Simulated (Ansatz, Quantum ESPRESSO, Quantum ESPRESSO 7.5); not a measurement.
## Mo2CCl2 MXene, 1 layer: biaxial strain by an ASE script

How do the band edges of Mo2CCl2 MXene, 1 layer move against the vacuum when the sheet is stretched?

Method: plane-wave DFT, PBE, GBRV ultrasoft pseudopotentials (geometry by Ansatz 0.2.0 with PAW datasets; geometry under PBE), in Quantum ESPRESSO 7.5.

### 1. The starting structure

The cell holds 5 atoms: 2 Cl, 2 Mo and 1 C. Cell: a = 3.025 Å, b = 3.025 Å, c = 20.697 Å, α = 90.0°, β = 90.0°, γ = 120.0°. It derives from Mo2CCl2. Vacuum lies along c.

### 2. Geometry from Ansatz

A relaxation in Ansatz fixes the structure of this slab for the runs on it.

The input, input.yaml:

```yaml
crystal:
  lattice:
    - [3.024736, 0.0, 0.0]
    - [-1.512368, 2.6194982157, 0.0]
    - [0.0, 0.0, 20.6970420764]
  atoms:
    - { symbol: Cl, position: [0.3333333333, 0.6666666667, 0.3623706215] }
    - { symbol: Mo, position: [0.6666666667, 0.3333333333, 0.4423357098] }
    - { symbol: C, position: [0.0, 0.0, 0.5] }
    - { symbol: Mo, position: [0.3333333333, 0.6666666667, 0.5576642902] }
    - { symbol: Cl, position: [0.6666666667, 0.3333333333, 0.6376293785] }
kpoints:
  mp_grid: { grid: [12, 12, 1] }
hamiltonian:
  xc: pbe
scf:
  occupations: { method: fermi_dirac, width: 0.05 }
  convergence: { dr2_threshold: 1.0e-08 }
efield:
  axis: 3
  dipole_correction: true
  ramp_position: 0.97
  ramp_width: 0.04
relax:
  f_tol: 0.01
  cell: { fix: [c, alpha, beta] }
output:
  write_potential: true
  write_density: true
  volumetric_format: npy
```

Command:

```sh
$ ansatz run input.yaml --threads 2 --pin off --max-ram 4096MiB --backend cpu --events-out ev --progress --plain --runs-dir out
```

Numbers of over 12 decimals in the logs are rounded to 6 here.

Output:

```text
Warning: relax.cell: scf.convergence.dr2_threshold = 1e-8 eV is looser than the 5e-10 eV advised for a relaxation that steers and ends on the stress (1e-10 eV for each atom of the cell: 5). What an SCF threshold leaves in a stress goes as its square root, and in the free energy as the threshold itself, and one threshold admits the most on a small cell: [figures from the program's tests cut] Set scf.convergence.dr2_threshold to 5e-10 eV or tighter. The threshold is an SCF's pass mark: one that does not reach it within its budget of iterations ends unconverged, or closes short of it on a stop that the run arms, and scf.convergence.dr2_threshold's page says what that costs each kind of run
Engine: ansatz 0.2.0, aarch64-unknown-linux-gnu
Pseudopotentials: kind: paw
Pseudopotential: Cl, paw, valence charge 7, recommended cutoff 420 eV (normal), Cl.paw.azcp
Pseudopotential: Mo, paw, valence charge 14, recommended cutoff 420 eV (normal), Mo.paw.azcp
Pseudopotential: C, paw, valence charge 4, recommended cutoff 420 eV (normal), C.paw.azcp
Functional definition: PBE
  parameter kappa = 0.804
  parameter beta = 0.066725
  exchange = pbe_x(kappa = kappa, mu = beta*pi^2/3)
  correlation = pbe_c(beta = beta)
Crystal: 5 atoms, lattice volume = 163.989 Å³
Basis set: ecut = 420 eV, 3165 PW (Γ), exchange–correlation on 48×48×288 points (8 copies of the dense FFT grid, shifted against one another)
Bands: 28, of which v1, the nominal top of the filled ones, is band 23 counted from 1 (22 counted from 0)
Symmetry: 6 space group operations
k-points: 19 of 144 (time reversal used)
Non-local potential: Cl, projectors of the file, l = 0: 2, l = 1: 2, l = 2: 2
Non-local potential: Mo, projectors of the file, l = 0: 3, l = 1: 2, l = 2: 2, l = 3: 1
Non-local potential: C, projectors of the file, l = 0: 2, l = 1: 2, l = 2: 1
PAW form: soft (Blöchl's): semilocal exchange-correlation on the pseudo side does not see the compensation charge
PAW one-centre angular grid: Cl, 110 points (default); XC on 64 Gauss nodes
PAW one-centre angular grid: Mo, 590 points (default); XC on 64 Gauss nodes
PAW one-centre angular grid: C, 110 points (default); XC on 64 Gauss nodes
Initial density: superposition of atomic densities (neutral atoms: chi_scale 0, normalization atom), corrected by the library's trained network
Initial wavefunctions: pseudopotential atomic-orbital guess
Functional: x = pbe(κ = 0.804, μ = 0.219515), c = pbe(β = 0.066725)
SCF iter   1: F=—  HF=-12322.378792 eV  |F-HF|=—  |Δ(HF+E_count)|=         —  Δρ=9.19e-3  dr2=5.74e-1  ethr=1.77e-3  p=0.001 e·Å  D=8.38e-4 V/Å  ΔV_dip=-0.02 eV  dr2_dipole=4.56e-5  V_vac-E_F(+/−)=4.78/4.80 eV  ⟨swp⟩=9.6  Hψ=3270  notcnv=0
efield: sawtooth ramp at fractional position 0.9700 (set: `efield.ramp_position`, or a place that a band, a saddle search or an elastic batch's reference lends), width 0.0400; the density the first Hamiltonian is built on has a dipole p = 0.001 e·Å; the dipole correction subtracts the counter field D = 8.38e-4 V/Å, which shifts the + side's vacuum level by -0.02 eV against the − side's; the planar-averaged density in the ramp window peaks in size at 3.9e-5 e/Å³
preconditioner: auto → LDOS  [metal: Δε(μ)=0.058 eV  Ē_g=8.645 eV  σ=0.050 eV  W_gap=0.28  n_scr=14 (ndim 8)  ℏωp=15.9 eV  f_vac=0.575  D(μ)=3.66/eV (n_scr^D=12)  β→1.0]
SCF iter   2: F=—  HF=-12322.313890 eV  |F-HF|=—  |Δ(HF+E_count)|=   6.49e-2  Δρ=2.87e-3  dr2=3.40e-2  ethr=1.25e-3  p=0.000 e·Å  D=1.66e-4 V/Å  ΔV_dip=-0.00 eV  dr2_dipole=1.77e-5  V_vac-E_F(+/−)=3.83/3.83 eV  ⟨swp⟩=2.0  Hψ=813  notcnv=0
SCF iter   3: F=—  HF=-12322.311760 eV  |F-HF|=—  |Δ(HF+E_count)|=   2.13e-3  Δρ=2.01e-3  dr2=1.30e-2  ethr=7.38e-5  p=0.000 e·Å  D=6.10e-5 V/Å  ΔV_dip=-0.00 eV  dr2_dipole=8.17e-7  V_vac-E_F(+/−)=3.84/3.84 eV  ⟨swp⟩=3.2  Hψ=1234  notcnv=0
SCF iter   4: F=—  HF=-12322.309130 eV  |F-HF|=—  |Δ(HF+E_count)|=   2.63e-3  Δρ=5.68e-4  dr2=7.75e-4  ethr=2.82e-5  p=0.000 e·Å  D=3.33e-6 V/Å  ΔV_dip=-0.00 eV  dr2_dipole=6.37e-8  V_vac-E_F(+/−)=3.76/3.76 eV  ⟨swp⟩=2.8  Hψ=1098  notcnv=0
SCF iter   5: F=—  HF=-12322.308952 eV  |F-HF|=—  |Δ(HF+E_count)|=   1.78e-4  Δρ=1.34e-4  dr2=4.65e-5  ethr=1.69e-6  p=-0.000 e·Å  D=-2.99e-6 V/Å  ΔV_dip=0.00 eV  dr2_dipole=9.31e-9  V_vac-E_F(+/−)=3.78/3.78 eV  ⟨swp⟩=3.2  Hψ=1201  notcnv=0
SCF iter   6: F=—  HF=-12322.308958 eV  |F-HF|=—  |Δ(HF+E_count)|=   5.88e-6  Δρ=3.90e-5  dr2=4.00e-6  ethr=1.01e-7  p=-0.000 e·Å  D=-4.21e-6 V/Å  ΔV_dip=0.00 eV  dr2_dipole=9.08e-9  V_vac-E_F(+/−)=3.78/3.78 eV  ⟨swp⟩=2.7  Hψ=939  notcnv=0
SCF iter   7: F=—  HF=-12322.309110 eV  |F-HF|=—  |Δ(HF+E_count)|=   1.51e-4  Δρ=7.58e-6  dr2=1.16e-7  ethr=8.71e-9  p=-0.000 e·Å  D=-2.85e-6 V/Å  ΔV_dip=0.00 eV  dr2_dipole=1.23e-9  V_vac-E_F(+/−)=3.78/3.78 eV  ⟨swp⟩=2.2  Hψ=853  notcnv=0
SCF iter   8: F=-12322.309110 eV  HF=-12322.309110 eV  |F-HF|=8.01e-9  |Δ(HF+E_count)|=   6.17e-8  Δρ=1.82e-6  dr2=6.66e-9  ethr=2.17e-11  p=-0.000 e·Å  D=-2.14e-6 V/Å  ΔV_dip=0.00 eV  dr2_dipole=1.28e-10  V_vac-E_F(+/−)=3.78/3.78 eV  ⟨swp⟩=11.6  Hψ=4590  notcnv=0
SCF 1 converged in 8 iterations: F = -12322.309110 eV  dr2 = 6.66e-9
  greatest PAW one-centre occupation: 0.998 electrons in one spin orbital (limit 2), on the Mo atom at site 3 (counted from 0), in its partial waves of l = 0
relax step   1: F+E_penalty+E_count = -12322.30910969 eV  Δ(F+E_penalty+E_count) = +0.000e0 eV  max|allowed force component| = 2.547e0 eV/Å  Δτ_max = 0.0000 Å  P = +10.000 GPa  Ω = 163.989 Å³  fix = [c, alpha, beta]  reactions: c +11.521 GPa  (8 SCF iters, accepted)
Crystal: 5 atoms, lattice volume = 175.145 Å³
Basis set: ecut = 420 eV, 3405 PW (Γ), exchange–correlation on 48×48×288 points (8 copies of the dense FFT grid, shifted against one another)
Initial density: handed on by an earlier stage of this run
Initial wavefunctions: those handed on with the density
iter 1 solved again at ethr=2.41e-3 eV; its pass at ethr=3.10e-3 eV (dr2=1.11e0 eV) is discarded
SCF iter   1: F=—  HF=-12323.193861 eV  |F-HF|=—  |Δ(HF+E_count)|=         —  Δρ=1.43e-2  dr2=1.13e0  ethr=2.41e-3  p=-0.000 e·Å  D=-8.96e-7 V/Å  ΔV_dip=0.00 eV  dr2_dipole=2.15e-9  V_vac-E_F(+/−)=3.67/3.67 eV  ⟨swp⟩=1.3  Hψ=3521  notcnv=0
[...]
relax step   6: F+E_penalty+E_count = -12324.06702607 eV  Δ(F+E_penalty+E_count) = -3.361e-2 eV  max|allowed force component| = 1.332e-1 eV/Å  Δτ_max = 0.0602 Å  P = -0.209 GPa  Ω = 201.059 Å³  energy of the carried Pulay correction = -8.732e-3 eV  fix = [c, alpha, beta]  reactions: c -0.576 GPa  (8 SCF iters, accepted)
relax step   7: F+E_penalty+E_count = -12324.06972875 eV  Δ(F+E_penalty+E_count) = -2.703e-3 eV  max|allowed force component| = 6.240e-3 eV/Å  Δτ_max = 0.0243 Å  P = -0.063 GPa  Ω = 201.835 Å³  energy of the carried Pulay correction = -8.896e-3 eV  fix = [c, alpha, beta]  reactions: c -0.062 GPa  (8 SCF iters, accepted)
relax step   8: F+E_penalty+E_count = -12324.06981617 eV  Δ(F+E_penalty+E_count) = -8.741e-5 eV  max|allowed force component| = 3.302e-3 eV/Å  Δτ_max = 0.0015 Å  P = -0.013 GPa  Ω = 201.607 Å³  energy of the carried Pulay correction = -8.848e-3 eV  fix = [c, alpha, beta]  reactions: c -0.060 GPa  (5 SCF iters, accepted)
relax step   9: F+E_penalty+E_count = -12324.09684968 eV  Δ(F+E_penalty+E_count) = -2.703e-2 eV  max|allowed force component| = 1.335e-3 eV/Å  Δτ_max = 0.0000 Å  P = +0.144 GPa  Ω = 201.607 Å³  fix = [c, alpha, beta]  reactions: c -0.008 GPa  stress off target by 2.20e-1 GPa on what of the cell is left free  SCF on the basis re-selected at this cell (its energy is not comparable with the rows above)  (6 SCF iters)
relax step  10: F+E_penalty+E_count = -12324.09721209 eV  Δ(F+E_penalty+E_count) = -3.624e-4 eV  max|allowed force component| = 4.390e-3 eV/Å  Δτ_max = 0.0040 Å  P = +0.012 GPa  Ω = 202.290 Å³  energy of the carried Pulay correction = -1.411e-4 eV  fix = [c, alpha, beta]  reactions: c +0.006 GPa  (6 SCF iters, accepted)
iter 1 solved again at ethr=5.32e-8 eV; its pass at ethr=3.10e-3 eV (dr2=2.45e-5 eV) is discarded
SCF iter   1: F=—  HF=-12324.097056 eV  |F-HF|=—  |Δ(HF+E_count)|=         —  Δρ=3.46e-5  dr2=6.98e-8  ethr=5.32e-8  p=-0.000 e·Å  D=-1.04e-6 V/Å  ΔV_dip=0.00 eV  dr2_dipole=2.90e-10  V_vac-E_F(+/−)=4.49/4.49 eV  ⟨swp⟩=4.3  Hψ=4871  notcnv=0
efield: sawtooth ramp at fractional position 0.9700 (set: `efield.ramp_position`, or a place that a band, a saddle search or an elastic batch's reference lends), width 0.0400; the density the first Hamiltonian is built on has a dipole p = -0.000 e·Å; the dipole correction subtracts the counter field D = -1.04e-6 V/Å, which shifts the + side's vacuum level by +0.00 eV against the − side's; the planar-averaged density in the ramp window peaks in size at 3.1e-6 e/Å³
preconditioner: auto → LDOS  [insulator: Δε(μ)=0.137 eV  Ē_g=8.023 eV  σ=0.050 eV  W_gap=0.58  n_scr=14 (ndim 8)  ℏωp=14.3 eV  f_vac=0.594  D(μ)=1.66/eV (n_scr^D=8)  ε∞_Penn≈4.2  β→1.0]
SCF iter   2: F=—  HF=-12324.097362 eV  |F-HF|=—  |Δ(HF+E_count)|=   3.06e-4  Δρ=2.39e-6  dr2=2.88e-8  ethr=1.52e-10  p=-0.000 e·Å  D=-2.27e-7 V/Å  ΔV_dip=0.00 eV  dr2_dipole=1.54e-9  V_vac-E_F(+/−)=4.49/4.49 eV  ⟨swp⟩=4.1  Hψ=1407  notcnv=0
SCF iter   3: F=—  HF=-12324.097362 eV  |F-HF|=—  |Δ(HF+E_count)|=   8.40e-7  Δρ=1.83e-6  dr2=2.44e-8  ethr=6.26e-11  p=-0.000 e·Å  D=-1.54e-6 V/Å  ΔV_dip=0.00 eV  dr2_dipole=3.20e-9  V_vac-E_F(+/−)=4.49/4.49 eV  ⟨swp⟩=2.4  Hψ=871  notcnv=0
SCF iter   4: F=-12324.097362 eV  HF=-12324.097362 eV  |F-HF|=4.26e-8  |Δ(HF+E_count)|=   7.99e-7  Δρ=7.69e-7  dr2=2.21e-9  ethr=2.17e-11  p=-0.000 e·Å  D=-7.09e-7 V/Å  ΔV_dip=0.00 eV  dr2_dipole=1.40e-11  V_vac-E_F(+/−)=4.49/4.49 eV  ⟨swp⟩=9.9  Hψ=3954  notcnv=0
SCF 11 converged in 4 iterations: F = -12324.097362 eV  dr2 = 2.21e-9
relax step  11: F+E_penalty+E_count = -12324.09736237 eV  Δ(F+E_penalty+E_count) = -1.503e-4 eV  max|allowed force component| = 4.353e-3 eV/Å  Δτ_max = 0.0000 Å  P = +0.012 GPa  Ω = 202.290 Å³  fix = [c, alpha, beta]  reactions: c +0.005 GPa  stress off target by 1.50e-2 GPa on what of the cell is left free  SCF on the basis re-selected at this cell (its energy is not comparable with the rows above)  (4 SCF iters)
basis re-selected at this cell: Δ(F+E_penalty+E_count) = -1.503e-4 eV, ΔP = -0.000 GPa vs the last step (what re-selecting the basis moved, of the pressure what is left beyond the Pulay correction that the steps carried, after the strain that the cell walked since its last selection, with what the two solves' SCF thresholds leave and, on support functions, any second-order correction that the steps lacked; it is no m [...]
WARN: The output density's exchange-correlation potential varies sharply where the density is thin. Do not read a vacuum level from v_tot or v_xc, or from such a field of the output density. On a cell that repeats whose density bears no net charge and no dipole along the vacuum's axis use v_es (v_loc + v_h of the components); under efield.dipole_correction with no amplitude use v_es + v_field, which holds any externa [...]
SCF converged after 4 iterations
Free energy (F): -12324.097362 eV
Harris-Foulkes:  -12324.097362 eV  (|F-HF|=4.26e-8)
Internal energy: -12324.082063 eV  (E = F + TS)
E sigma→0 (E₀):  -12324.089713 eV
Entropy (-TS):   -0.015299 eV (-3.060 meV/atom)
Fermi energy:    2.313393 eV
Dipole field:    D = -0.000006 V/Å  (p = -0.000006 e·Å, saw-weighted, corrected)
Work function:   Φ+ = 4.4889 eV   Φ− = 4.4888 eV
Levels:          The Fermi level and band energies are counted from a zero that moves with the ramp; work functions are not
--- Per-component energies (eV) ---
  E_band       = -769.506859
  E_kinetic    = 1294.992748
  E_local      = -36815.556712  (includes V_loc(G=0)·N_el)
  E_nonlocal   = 370.677550
  E_hartree    = 17714.904277
  E_xc         = -629.158377
  E_vxc        = -761.586111  (∫ρ·V_xc dr)
  E_paw        = -7820.112464  (= ΣΔE_a)
  E_vpaw       = -287.839437  (= ΣTr[D̂ρ^β])
  E_aug_tail   = 0.000279  (compensation charges beyond the density's cutoff)
  E_efield     = 0.000000  (sawtooth field / dipole correction)
  E_vefield    = 0.000054  (∫n·V_field dr)
  E_ewald      = 13560.170637
  E_smearing   = -0.015299  (= −TS)
  E_closure    = -0.000000  (closes the sum)
  Σ components = -12324.097362   (vs F -12324.097362, Δ=0.00e0)
--- Forces (eV/Å), atoms counted from 1 ---
  atom   1  Cl     0.00000000    -0.00000000     0.00023811
  atom   2  Mo    -0.00000000     0.00000000    -0.00435152
  atom   3  C      0.00000000     0.00000000     0.00000428
  atom   4  Mo     0.00000000    -0.00000000     0.00434740
  atom   5  Cl    -0.00000000     0.00000000    -0.00022931
  max |Σ_I F_I| component: 8.96e-6 eV/Å
--- Stress (GPa, compression-positive) ---
        0.015015       0.000000      -0.000000
        0.000000       0.015015      -0.000000
        0.000000      -0.000000       0.005357
  P = ⅓ Tr σ = 0.0118 GPa (0.118 kbar)
--- Band table (eV; the first three rows and the last of 19) ---
  k-point 0: bands = [... 19 lower, -0.7850, -0.6773, -0.6773, 2.2400, 2.8524, 2.8524, 3.3409, 3.4583, ... 1 higher]
  k-point 1: bands = [... 19 lower, -1.1064, -0.5278, -0.3487, 2.1724, 2.6329, 2.8593, 3.4807, 3.5432, ... 1 higher]
  k-point 2: bands = [... 19 lower, -1.3645, -0.6424, 0.0274, 1.9566, 2.4192, 2.8732, 3.6144, 3.7586, ... 1 higher]
  k-point 18: bands = [... 19 lower, -1.5871, 0.5384, 0.6877, 0.6877, 3.2279, 3.2279, 3.7452, 5.2258, ... 1 higher]
--- Relaxed structure (9 steps of the walk, 8 accepted, 2 SCFs on fresh bases) ---
  F+E_penalty+E_count = -12324.09736237 eV   max|allowed force component| = 4.353e-3 eV/Å   (the final SCF, on the basis selected at the relaxed cell)
  cell:  # Å, volume = 202.2904 Å³
    - [3.359450, 2.477382263735947e-17, 0]
    - [-1.679725, 2.909369, 0]
    - [0, 0, 20.6970420764]
  atoms:
    - { symbol: Cl, position: [0.333333, 0.666667, 0.369350] }
    - { symbol: Mo, position: [0.666667, 0.333333, 0.455062] }
    - { symbol: C, position: [0, 0, 0.500000] }
    - { symbol: Mo, position: [0.333333, 0.666667, 0.544938] }
    - { symbol: Cl, position: [0.666667, 0.333333, 0.630650] }
```

It took 44 s on 2 threads of Arm Neoverse V2, shared host; peak memory 0.46 GiB; 86 s of CPU time.

The steps of the relaxation:

```tsv
step	energy less that of the first step (eV)	largest force component (eV/Å)	pressure (GPa)	volume (Å³)
1	0.0000	2.5475	10.00	163.99
2	-0.7159	1.7989	0.11	175.14
3	-1.1221	2.7890	-0.80	182.74
4	-1.7243	0.4478	-0.95	200.02
5	-1.7035	1.0303	-0.12	206.42
6	-1.7579	0.1332	-0.21	201.06
7	-1.7606	0.0062	-0.06	201.83
8	-1.7607	0.0033	-0.01	201.61
9*	-1.7877	0.0013	0.14	201.61
10	-1.7881	0.0044	0.01	202.29
11*	-1.7883	0.0044	0.01	202.29
```

Relaxation steps marked * repeat the geometry before them on a plane-wave basis chosen anew for their cell, so energy and pressure can jump there. Relaxation step 5 was tried and not accepted.

```tsv
cell as run	before	after	change
a (Å)	3.025	3.359	+11.1 %
b (Å)	3.025	3.359	+11.1 %
```

The atoms that moved most (Å, along periodic axes as changes of fractional coordinates times the final cell, across vacuum about the mean position):

```tsv
atom	dx	dy	dz	length
Mo2	0.000	0.000	0.263	0.263
Mo4	0.000	0.000	-0.263	0.263
Cl5	0.000	0.000	-0.144	0.144
Cl1	0.000	0.000	0.144	0.144
```

The relaxed structure:

```xyz
5
Lattice="3.3595 0.0000 0.0000 -1.6797 2.9094 0.0000 0.0000 0.0000 20.6970" Properties=species:S:1:pos:R:3
Cl    0.0000    1.9396    7.6445
Mo    1.6797    0.9698    9.4184
C     0.0000    0.0000   10.3485
Mo    0.0000    1.9396   11.2786
Cl    1.6797    0.9698   13.0526
```

This step gave:

* free energy: -12324.0974 eV
* energy at zero smearing: -12324.0897 eV
* smearing term TS: 0.01530 eV
* Fermi energy: 2.313 eV
* gap by band count: 0.1367 eV
* symmetry operations: 6
* work function of the upper face: 4.489 eV
* work function of the lower face: 4.489 eV
* dipole along the normal: -6.39e-6 e·Å

(Part 1 of 3 ends here.)

[Logs are printed without paths, hosts, clocks, repeated set-up lines and the standing remarks that a program may print on its own settings, such as how far it seeks lower states.]

[Hosts, paths, dates, database ids (printed as entryN), source tags and the programs' standing remarks are cut or masked in the printed files.]

[Maps of the electrostatic potential energy from Ansatz leave out the sawtooth potential of an applied field or a dipole correction, so their vacuum need not be flat; planar profiles and work functions include it.]
